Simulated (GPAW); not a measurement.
MoS2 (R3m): refractive index against wavelength

The refractive index of MoS2 (R3m) along x below the direct gap (1.69 eV on the mesh) is read from one computed spectrum, n = √(Re ε). x, y and z are the Cartesian axes of the input cell.

Symmetry: R3m, No. 160, trigonal system. The conventional cell has a = 3.160 Å, b = 3.160 Å, c = 18.450 Å, α = 90.00°, β = 90.00°, γ = 120.00°. Mo on site a has 6 S at 2.39 Å as nearest neighbours. Around S on site a lie 3 Mo at 2.39 Å. S on site a is surrounded by 3 Mo at 2.39 Å.

Method: GPAW 26.7.0, LDA, RPA, k-mesh 18×18×18, local fields up to 80 eV, Lorentzian half width 0.1 eV.

Launch of the response step: `OMP_NUM_THREADS=1 python df.py`. The run took 12.0 min, its band step included, on 1 thread of Intel(R) Xeon(R) 6975P-C (Granite Rapids), with other jobs on the host.

```
wavelength (nm)  photon energy E (eV)       n
           3000                 0.413  3.7347
           2000                 0.620  3.7702
           1550                 0.800  3.8154
           1310                 0.946  3.8641
           1064                 1.165       ?
```

In the single-oscillator model n² − 1 = E₀E_d/(E₀² − E²), so 1/(n² − 1) = E₀/E_d − E²/(E₀E_d) is linear in E².

Working, on the rows shown:

| x = E² (eV²) | y = 1/(n² − 1) |
| --- | --- |
| 0.170801 | 0.0772321 |
| 0.384302 | 0.075675 |
| 0.639837 | 0.0737611 |
| 0.895757 | 0.071781 |

Means: x̄ = 0.52267, ȳ = 0.074612. Σ(x − x̄)(y − ȳ) = -0.002225, Σ(x − x̄)² = 0.2959. Slope = -0.002225 / 0.2959 = -0.00752; intercept = ȳ − slope · x̄ = 0.078543. Turned back into n, the line misses the rows shown by at most 0.00072.

Fill in the last column of the withheld row.

At x = 1.3578 the line gives y = 0.068332, that is 3.9540. The run gave 3.9636, so the extrapolation is off by 0.0096, 4 % of the range in the table.

Refitted with all rows, the slope is -0.007795 and the intercept 0.078662. These give E₀ = √(intercept/−slope) = 3.18 eV and E_d = E₀/intercept = 40.4 eV; E₀ is 1.9 times the direct gap. The electronic limit at long wavelengths, without lattice vibrations, is n = √(1 + 1/intercept) = 3.703. Excitons are left out; LDA gaps are as a rule too small. The values come from a sum over the points of one k-mesh and carry its error, which grows as the direct gap shrinks. This version of GPAW has incomplete matrix elements in the optical limit, which can lower ε − 1 by up to a tenth where first-row anions or d states rule. Spin-orbit coupling is left out.

[Logs are printed without paths, hosts, clocks, repeated set-up lines and the standing remarks that a program may print on its own settings, such as how far it seeks lower states.]
